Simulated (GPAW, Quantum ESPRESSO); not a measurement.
Consider BAs (F-43m).

```
As B
1.0
     0.00000    2.38850    2.38850
     2.38850    0.00000    2.38850
     2.38850    2.38850    0.00000
As B
1 1
Direct
  0.75000 0.75000 0.75000
  0.00000 0.00000 0.00000
```

Absorber: atom 2, with 4 As at 2.07 Å (tetrahedral, site symmetry -43m). Method: Quantum ESPRESSO XSpectra, PBE, full core hole (charged cell), 12-atom cell with 5.9 Å between holes, 5×4×5 k points, dipole transitions, Lorentzian half width 0.3 eV up to 4 eV, rising linearly to 2.5 eV at 25 eV (counted from xe0, 0.7 eV below the zero used here).

**Question.** Predict the near-edge structure at the B K edge.

Main maxima up to 24 eV above the zero (height): 1.9 eV (2.07), 3.3 eV (1.97), 14.0 eV (0.67) and 22.4 eV (0.65). A K edge sees empty p states on the absorber. The total-energy difference plus the lowest empty eigenvalue puts the zero at 194.81 eV. One term is added: -5.59 eV, since the hole is spin-paired here and a spin-polarised one costs that much less in the free atom (computed apart). The photon energy is then 189.22 eV. The functional and the charged cell's background leave an error of a few eV in such absolute values.

The B K spectrum (energy from the lowest empty level; intensity scaled to a mean of 1 over the first 20 eV; the points at xe0, where the cut of filled states can leave a spike, are interpolated):

```
E (eV)  intensity
  -2.0       0.06
  -1.5       0.08
  -1.0       0.12
  -0.5       0.21
   0.0       0.48
   0.5       1.11
   1.0       1.77
   1.5       2.02
   2.0       2.06
   2.5       1.72
   3.0       1.84
   3.5       1.91
   4.0       1.70
   4.5       1.58
   5.0       1.36
   5.5       1.30
   6.0       1.23
   6.5       1.14
   7.0       1.13
   7.5       1.08
   8.0       0.99
   8.5       0.95
   9.0       0.96
   9.5       0.97
  10.0       0.96
  10.5       0.89
  11.0       0.78
  11.5       0.68
  12.0       0.63
  12.5       0.63
  13.0       0.64
  13.5       0.66
  14.0       0.67
  14.5       0.66
  15.0       0.63
  15.5       0.59
  16.0       0.54
  16.5       0.50
  17.0       0.49
  17.5       0.48
  18.0       0.49
  18.5       0.51
  19.0       0.53
  19.5       0.55
  20.0       0.58
  20.5       0.61
  21.0       0.63
  21.5       0.64
  22.0       0.65
  22.5       0.65
  23.0       0.65
  23.5       0.64
  24.0       0.64
  24.5       0.63
  25.0       0.62
  25.5       0.61
  26.0       0.61
  26.5       0.60
  27.0       0.59
  27.5       0.59
  28.0       0.58
  28.5       0.57
  29.0       0.56
  29.5       0.56
  30.0       0.55
  30.5       0.54
  31.0       0.53
  31.5       0.51
  32.0       0.50
```

The holes are only 5.9 Å apart, so the shape is probably not converged with cell size; no larger cell was run here. The structure is a published determination, not relaxed.

[Banner, clock and machine lines of the logs are left out without a mark of their own.]

[Logs are printed without paths, hosts, clocks, repeated set-up lines and the standing remarks that a program may print on its own settings, such as how far it seeks lower states.]

[Hosts, paths, dates, database ids (printed as entryN), source tags and the programs' standing remarks are cut or masked in the printed files.]

[Lists of maxima count a maximum above −3 eV only where it reaches 4 % of the highest in the window and stands out from its surroundings by 2 % of it (1.5 % where it reaches 55 %); shoulders and weaker maxima are passed over, and of the rest the first, up to two pre-edge ones and the few strongest are named.]
